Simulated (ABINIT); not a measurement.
## Selenium (P3_121, 3 atoms a cell): Bethe-Salpeter spectra with ABINIT

How far does the k mesh set the exciton binding of Selenium (P3_121, 3 atoms a cell)?

Program: ABINIT 10.8.3. Level of theory: PBE and many-body steps on it, plane waves. Results are calculated unless marked as measured.

### 1. Starting point

Symmetry: P3_121, No. 152, trigonal system. Conventional cell: a = 4.366 Å, b = 4.366 Å, c = 4.954 Å, α = 90.00°, β = 90.00°, γ = 120.00°. Se has 2 Se at 2.37 Å nearest.

As a file:

```cif
data_structure
_symmetry_space_group_name_H-M 'P 1'
_symmetry_Int_Tables_number 1
_cell_length_a 4.3662
_cell_length_b 4.3662
_cell_length_c 4.9536
_cell_angle_alpha 90.000
_cell_angle_beta 90.000
_cell_angle_gamma 120.000
_cell_volume 81.78
loop_
_atom_site_label
_atom_site_type_symbol
_atom_site_fract_x
_atom_site_fract_y
_atom_site_fract_z
_atom_site_occupancy
Se1 Se 0.22540 0.00000 0.33333 1
Se2 Se 0.00000 0.22540 0.66667 1
Se3 Se 0.77460 0.77460 0.00000 1
```

The cell and positions come from the Crystallography Open Database and are kept as given unless a step says otherwise.

### 2. Empty states on the mesh, 3×3×2 mesh, 119 bands

This step: ABINIT 10.8.3; DFT, PBE, plane waves, norm-conserving pseudopotentials.

The sums over transitions need many empty states on a uniform mesh; this step solves for them.

run.abi

```
acell 3*1.0 Angstrom
rprim 
  4.366199999998 0.000000000000 0.000000000000
  -2.183099999999 3.781240118002 0.000000000000
  0.000000000000 0.000000000000 4.953600000000
ntypat 1
znucl 34
natom 3
typat 1 1 1
xred 
  0.225400000000 0.000000000000 0.333333333333
  0.000000000000 0.225400000000 0.666666666667
  0.774600000000 0.774600000000 -0.000000000000
pp_dirpath "pseudos"
pseudos "Se.upf"
ecut 48
ngkpt 3 3 2
nshiftk 1
shiftk 0 0 0
kptopt 1
chksymbreak 0
iscf -2
irdden 1
istwfk *1
nband 119
nbdbuf 10
tolwfr 1e-09
nstep 60
prtvol 0
indata_prefix "in"
outdata_prefix "out"
tmpdata_prefix "tmp"
```

Run with:

```
$ OMP_NUM_THREADS=1 mpirun -n 4 abinit run.abi > log
```

Numbers of over 12 decimals in the logs are rounded to 6 here.

Log:

```text
.Version 10.8.3 of ABINIT. v10.8.2 released Aug 2026.

 Symmetries : space group P3_1 2 1 (#152); Bravais hP (primitive hexag.)
[... echo of the input left out ...]
== DATASET  1 ==================================================================
-   mpi_nproc: 4, omp_nthreads: 1 (-1 if OMP is not activated)

--- !DatasetInfo
iteration_state: {dtset: 1, }
dimensions: {natom: 3, nkpt: 6, mband: 119, nsppol: 1, nspinor: 1, nspden: 1, mpw: 8799, }
cutoff_energies: {ecut:  48.0, pawecutdg:  -1.0, }
[...]
1.66093    1.66093    1.71069    1.74356    1.79833    1.79833    1.80940    1.80940
   1.83407    1.83706    1.84668    1.84668    1.84903    1.88818    1.88819    1.88974
   2.05291    2.05293    2.10790    2.10823    2.11907    2.14223    2.14606
 prteigrs : prtvol=0 or 1, do not print more k-points.

== END DATASET(S) ==============================================================
================================================================================

 -outvars: echo values of variables after computation  --------
            nband         119
             nkpt           6
          spgroup         152
 [... the other variables as echoed above ...]

 Calculation completed.
```

Elapsed: 47 s, on 4 MPI ranks of Arm Neoverse V2, shared host; peak memory 0.42 GiB.

Numbers from this step:

```
gap                                                           : 1.261 eV
k of the valence top                                          : 0.3333, 0.3333, 0.5
k of the conduction bottom                                    : 0.3333, 0.3333, 0.5
least direct gap                                              : 1.261 eV
k points computed                                             : 6
lowest point of the top converged band, above the valence top : 45.70 eV
```

On this mesh the gap is 1.261 eV.

The density comes from a self-consistent run that is not shown.

### 3. Screening, 3×3×2 mesh, 109 bands, screening to 119.7 eV

The RPA dielectric matrix is built and inverted for each q.

This step: RPA screening on PBE, plane waves, norm-conserving pseudopotentials.

Edit run.abi of step 2 so:

```diff
@@ -21,10 +21,11 @@
 chksymbreak 0
-iscf -2
-irdden 1
 istwfk *1
-nband 119
-nbdbuf 10
-tolwfr 1e-09
-nstep 60
-prtvol 0
+occopt 1
+irdwfk 1
+optdriver 3
+nband 109
+ecuteps 4.4
+inclvkb 2
+awtr 1
+symchi 1
 indata_prefix "in"
```

Log:

```text
.Version 10.8.3 of ABINIT. v10.8.2 released Aug 2026.

 Symmetries : space group P3_1 2 1 (#152); Bravais hP (primitive hexag.)
[... echo of the input left out ...]
== DATASET  1 ==================================================================
-   mpi_nproc: 4, omp_nthreads: 1 (-1 if OMP is not activated)

--- !DatasetInfo
iteration_state: {dtset: 1, }
dimensions: {natom: 3, nkpt: 6, mband: 109, nsppol: 1, nspinor: 1, nspden: 1, mpw: 8799, }
cutoff_energies: {ecut:  48.0, pawecutdg:  -1.0, }
[...]
--------------------------------------------------------------------------------
[... chi0 elements left out ...]
 For q-point:  0.000010 0.000020 0.000030
  dielectric constant =  15.7077
  dielectric constant without local fields =  17.8696

  Average fulfillment of the sum rule on Im[epsilon] for q-point    1 :     26.02  [%]
[... wings left out ...]
  q-point number  2        q = ( 0.333333, 0.000000, 0.000000) [r.l.u.]
--------------------------------------------------------------------------------
[... chi0 elements left out ...]
  Average fulfillment of the sum rule on Im[epsilon] for q-point    2 :     28.69  [%]

 [... 4 further q-points ...]
```

It took 46 s on 4 MPI ranks; peak memory 1.7 GiB; 3.1 min of CPU time.

Numbers from this step:

| Item | Value |
| --- | --- |
| ε∞ with local fields, on this mesh, along the program's q direction | 15.71 |
| the same without local fields | 17.87 |
| plasma frequency | 34.84 eV |
| plane waves in the screening matrix | 237 |

Local fields lower ε∞ by 12 %. On a Γ-centred mesh this coarse the value itself is usually too large, while a short band sum pulls it down.

### 4. Self-energy, 3×3×2 mesh, 109 bands, screening to 119.7 eV

The self-energy is evaluated for the states that the input lists, and the levels follow from it, in one-shot runs by the linearised quasiparticle equation.

This step: G0W0 on PBE, plane waves, norm-conserving pseudopotentials.

Edit run.abi of step 3 so:

```diff
@@ -24,8 +24,17 @@
 irdwfk 1
-optdriver 3
+optdriver 4
 nband 109
+gwcalctyp 0
+ecutsigx 48
+symsigma 1
+nkptgw 2
+kptgw 
+  0.3333333333 0.3333333333 0.5000000000
+  0.0000000000 0.0000000000 0.0000000000
+bdgw 
+  35 39
+  34 38
 ecuteps 4.4
-inclvkb 2
-awtr 1
-symchi 1
+irdscr 1
+ppmodel 1
 indata_prefix "in"
```

Log:

```text
.Version 10.8.3 of ABINIT. v10.8.2 released Aug 2026.

 Symmetries : space group P3_1 2 1 (#152); Bravais hP (primitive hexag.)
[... echo of the input left out ...]
== DATASET  1 ==================================================================
-   mpi_nproc: 4, omp_nthreads: 1 (-1 if OMP is not activated)

--- !DatasetInfo
iteration_state: {dtset: 1, }
dimensions: {natom: 3, nkpt: 6, mband: 109, nsppol: 1, nspinor: 1, nspden: 1, mpw: 8799, }
cutoff_energies: {ecut:  48.0, pawecutdg:  -1.0, }
[...]
Band     E0 <VxcDFT>   SigX SigC(E0)      Z dSigC/dE  Sig(E)    E-E0       E
[...]
37   6.177 -14.122  -9.739  -3.495   0.785  -0.274 -13.425   0.697   6.875
       38   6.177 -14.122  -9.739  -3.495   0.785  -0.274 -13.425   0.697   6.875

== END DATASET(S) ==============================================================
================================================================================

 -outvars: echo values of variables after computation  --------
           etotal      0.0000000000E+00
            nband         109
             nkpt           6
          spgroup         152
 [... the other variables as echoed above ...]

 Calculation completed.
```

Elapsed: 8 s, on 4 MPI ranks; peak memory 1.1 GiB.

This step gave:

```yaml
g0w0_gap_on_the_points_computed: 1.911 eV
starting_gap_on_the_mesh: 1.261 eV
k_of_the_valence_top: 0.3333, 0.3333, 0.5
k_of_the_conduction_bottom: 0.3333, 0.3333, 0.5
least_direct_g0w0_gap_on_the_computed_points: 1.911 eV
```

The gap on the mesh goes from 1.26 eV to 1.91 eV, a correction of +0.65 eV.

The gap opens by 0.650 eV; the next steps shift the empty bands rigidly by 0.650 eV.

### 5. Excitons

Light makes an electron and a hole together. The Bethe-Salpeter equation adds their screened attraction and their exchange, in a window of bands around the gap.

This step: Bethe-Salpeter equation on PBE with a scissors shift, plane waves, norm-conserving pseudopotentials.

Edit run.abi of step 4 so:

```diff
@@ -24,17 +24,17 @@
 irdwfk 1
-optdriver 4
-nband 109
-gwcalctyp 0
-ecutsigx 48
-symsigma 1
-nkptgw 2
-kptgw 
-  0.3333333333 0.3333333333 0.5000000000
-  0.0000000000 0.0000000000 0.0000000000
-bdgw 
-  35 39
-  34 38
-ecuteps 4.4
+optdriver 99
+bs_calctype 1
+mbpt_sciss 0.650 eV
+bs_loband 31
+nband 40
+bs_exchange_term 1
+bs_coulomb_term 11
+bs_coupling 0
+bs_algorithm 1
+bs_freq_mesh 0 8 0.05 eV
+zcut 0.15 eV
+ecuteps 4
+ecutwfn 24
+inclvkb 2
 irdscr 1
-ppmodel 1
 indata_prefix "in"
```

Log:

```text
.Version 10.8.3 of ABINIT. v10.8.2 released Aug 2026.

 Symmetries : space group P3_1 2 1 (#152); Bravais hP (primitive hexag.)
[... echo of the input left out ...]
== DATASET  1 ==================================================================
-   mpi_nproc: 4, omp_nthreads: 1 (-1 if OMP is not activated)

--- !DatasetInfo
iteration_state: {dtset: 1, }
dimensions: {natom: 3, nkpt: 6, mband: 40, nsppol: 1, nspinor: 1, nspden: 1, mpw: 3126, }
cutoff_energies: {ecut:  24.0, pawecutdg:  -1.0, }
electrons: {nelect:   7.20000000E+01, charge:   0.00000000E+00, occopt:   1.00000000E+00, tsmear:   1.00000000E-02, }

 Exciton: Calculation of dielectric properties by solving the Bethe-Salpeter equation
 in frequency domain and reciprocal space on a transitions basis set.
 Based on a program developed by L. Reining, V. Olevano, F. Sottile,
 S. Albrecht, and G. Onida. Incorporated in ABINIT by M. Giantomassi.

.Using double precision arithmetic ; gwpc =  8

[... cell and pseudopotentials left out ...]
--------------------------------------------------------------------------------

 ==== K-mesh for the wavefunctions ====
 Number of points in the irreducible wedge :     6
[... list of points left out ...]
 Together with  6 symmetry operations and time-reversal symmetry
 yields    18 points in the full Brillouin Zone.

 ==== Q-mesh for the screening function ====
 Number of points in the irreducible wedge :     6
[... list of points left out ...]
 Together with  6 symmetry operations and time-reversal symmetry
 yields    18 points in the full Brillouin Zone.

 vcoul_init : cutoff-mode = AUXILIARY_FUNCTION
 q-points for optical limit:   1
     1)      0.000010    0.000020    0.000030
 setmesh: FFT mesh size selected  =    24x   24x   30
          total number of points  =        17280

 ==== Fundamental parameters for the solution of the Bethe-Salpeter equation: ====
 Algorithm: Direct diagonalization.
 Dimension of the v, W matrices,  npweps  = 225
 Cutoff for the wavefunctions,    npwwfn  = 3063
 Number of k-points in the IBZ,   nkibz   = 6
 Highest empty band included,     nband   = 40
 === Spin UP ===
 Number of resonant transitions          432
 Lowest occupied state                   31
 Highest occupied state                  36
 Lowest unoccupied state                 37
 Highest unoccupied state                40
 Minimum frequency [eV]           Emin    =   0.00
 Maximum frequency [eV]           Emax    =   8.00
 Frequency step [eV]              dE      =   0.05
 Lorentzian broadening [eV]       eta     =   0.15
 RPA L0 with KS energies and KS wavefunctions
 Scissors operator energy [eV] =          0.65
 Local fields effects (v term) included
 Excitonic effects (W term) included
 Full W_GG' included
 W is read from an external SCR file
 Resonant-only calculation (Hermitian case)

 Calculating epsilon_Macro(q-->0,w), along the following directions:
 q = (  1.137243  0.000000  0.000000) [r.l.u.]
 q = (  0.000000  1.137243  0.000000) [r.l.u.]
 q = (  0.000000  0.000000  1.489841) [r.l.u.]
 q = (  1.313175 -0.656588  0.000000) [r.l.u.]
 q = (  0.000000  1.137243  0.000000) [r.l.u.]
 q = (  0.000000  0.000000  1.489841) [r.l.u.]
 Number of electrons calculated from density =   71.3297; Expected =   72.0000
 average of density, n =  0.129245
 r_s =    1.2270
 omega_plasma =   34.6787 [eV]

. Writing resonant excitonic Hamiltonian on file out_BSR; file size=   0.00 [Gb].
 Direct diagonalization of the resonant excitonic Hamiltonian, Matrix size= 432
. Using LAPACK sequential version.
 Excitonic eigenvalues in eV up to n=   32
   1.72348   1.72503   1.73895   1.73969   2.44012   2.50700   2.74161   2.75423
   2.75853   2.76726   2.77621   2.79012   2.79919   2.80429   2.80765   2.81955
   2.87295   3.02503   3.20641   3.21319   3.21726   3.21974   3.26850   3.26872
   3.29404   3.29793   3.30215   3.32135   3.33295   3.34788   3.34954   3.35157

 First excitonic eigenvalue=    1.72 [eV]
 Last  excitonic eigenvalue=   12.92 [eV]

 GW  direct gap       1.91  0.00 [eV]
 EXC direct gap       1.72  0.00 [eV]
 EXC binding energy   0.19  0.00 [eV]

 Excitonic eigenvalues up to the GW energy gap [eV]
  1 (  1.72  0.00)
  2 (  1.73  0.00)
  3 (  1.74  0.00)
  4 (  1.74  0.00)

 Macroscopic dielectric function:
 omega [eV] <KS_RPA_nlf>  <GW_RPA_nlf>  <BSE>
   0.0000  16.9442   0.0000  13.3164   0.0000  14.0400   0.0000
   0.0500  16.9552   0.0690  13.3204   0.0244  14.0453   0.0324
   0.1000  16.9883   0.1391  13.3324   0.0489  14.0611   0.0650
   0.1500  17.0439   0.2111  13.3525   0.0738  14.0877   0.0981
   0.2000  17.1228   0.2864  13.3807   0.0991  14.1251   0.1319
   0.2500  17.2261   0.3660  13.4173   0.1249  14.1737   0.1668
   0.3000  17.3553   0.4516  13.4625   0.1516  14.2338   0.2030
   0.3500  17.5121   0.5449  13.5166   0.1793  14.3059   0.2408
   0.4000  17.6991   0.6480  13.5798   0.2081  14.3905   0.2806
   0.4500  17.9192   0.7636  13.6526   0.2383  14.4883   0.3229

 Writing KS-RPA macroscopic dielectric function without local fields to file: out_RPA_NLF_MDF
 Writing GW-RPA macroscopic dielectric function without local fields to file: out_GW_NLF_MDF
 Writing EXC Macroscopic dielectric function to file: out_EXC_MDF

== END DATASET(S) ==============================================================
================================================================================

 -outvars: echo values of variables after computation  --------
           etotal      0.0000000000E+00
            nband          40
             nkpt           6
          spgroup         152
 [... the other variables as echoed above ...]

 Calculation completed.
```

It took 7.7 s on 4 MPI ranks; peak memory 0.55 GiB.

This step gave:

```
direct gap of the transition levels                            : 1.911 eV
transitions in the window                                      : 432
first strong exciton (over a fiftieth of the strongest listed) : 1.723 eV
lowest state                                                   : 1.723 eV
binding of the lowest state below the direct gap               : 0.1875 eV
Coulomb term of one mesh cell                                  : 0.2289 eV
```

The binding is 0.82 times the screened Coulomb term of one mesh cell (0.23 eV), so it is not shown settled.

The lowest state lies at 1.723 eV, 0.188 eV under the direct gap.

Lines within 3 meV are set at the lowest of them, and the highest group, which the list may cut short, is left out. Exciton lines, with heights relative to the strongest:

```
position (eV)  lines merged  oscillator strength, relative
        1.724             2                            100
        1.739             2                            3.6
        2.440             1                             77
        2.507             1                            5.6
        2.742             1                            6.5
        2.754             1                            1.6
        2.759             1                            0.5
        2.767             1                            6.0
        2.776             1                            2.7
        2.790             1                            0.3
        2.799             1                            1.4
        2.804             1                            3.0
        2.808             1                            5.0
```

The ε₂ has structure finer than the step of the table below, so its rows give means over 0.25 eV, whole bins alone (the curve runs from 0 to 7.95 eV). Peaks (eV: height): BSE 1.750: 23.3, 2.450: 21.0, 3.350: 30.1; no electron-hole interaction 1.900: 23.5, 2.700: 17.9, 3.600: 30.3, 6.400: 7.16; Kohn-Sham, no shift 1.250: 23.4, 2.050: 17.8, 2.950: 30.3, 5.750: 7.15.

Mean over the three Cartesian directions of q; broadening 0.15 eV; transition window only. Limits: finite bands, cutoff and mesh; no spin-orbit coupling; coarse k mesh; exciton not shown settled in the k mesh. The ε₂ by photon energy; means over each step:

```csv
photon energy (eV),BSE,no electron-hole interaction,"Kohn-Sham, no shift"
0.25,0.169,0.126,0.374
0.50,0.373,0.273,0.922
0.75,0.674,0.472,2.14
1.00,1.23,0.796,6.91
1.25,2.65,1.45,19.3
1.50,8.77,3.36,9.11
1.75,19.6,12.3,6.89
2.00,8.62,17.2,15.1
2.25,10.7,6.68,12.1
2.50,17.6,9.74,9.47
2.75,11.7,15.2,18.5
3.00,10.5,10.8,28.3
3.25,23.7,10.8,16.2
3.50,23.0,25.1,13.9
3.75,11.7,24.3,11.7
4.00,11.2,14.0,7.65
4.25,8.56,13.7,7.08
4.50,6.24,9.64,6.03
4.75,6.08,7.38,4.00
5.00,4.60,6.47,2.86
5.25,2.77,5.63,2.54
5.50,1.97,3.12,3.95
5.75,1.80,2.85,6.76
6.00,3.27,2.70,6.57
6.25,4.58,5.28,4.47
6.50,4.40,6.99,5.90
6.75,3.35,5.73,5.17
7.00,4.36,4.72,4.10
7.25,3.54,6.04,3.52
7.50,2.63,4.69,3.44
7.75,2.62,3.68,3.26
```

(Part 1 of 3 ends here.)

[Paths, hosts, dates, memory and timing lines, banners, echoed tables and standing remarks are left out of the program output.]

[Logs are printed without paths, hosts, clocks, repeated set-up lines and the standing remarks that a program may print on its own settings, such as how far it seeks lower states.]

[Runs of the session that timed out or met a known fault of the program may be left out.]

[Hosts, paths, dates, database ids (printed as entryN), source tags and the programs' standing remarks are cut or masked in the printed files.]

[G0W0 gaps are taken among the corrected bands and points alone; a level outside them can change the order at an edge.]

[Where Ansatz stands beside ABINIT at settings called matched, ABINIT's density can come from a denser mesh and the files from another edition; pairs whose starting gaps differed by over 0.03 eV were left out, so agreement reads better than it is.]
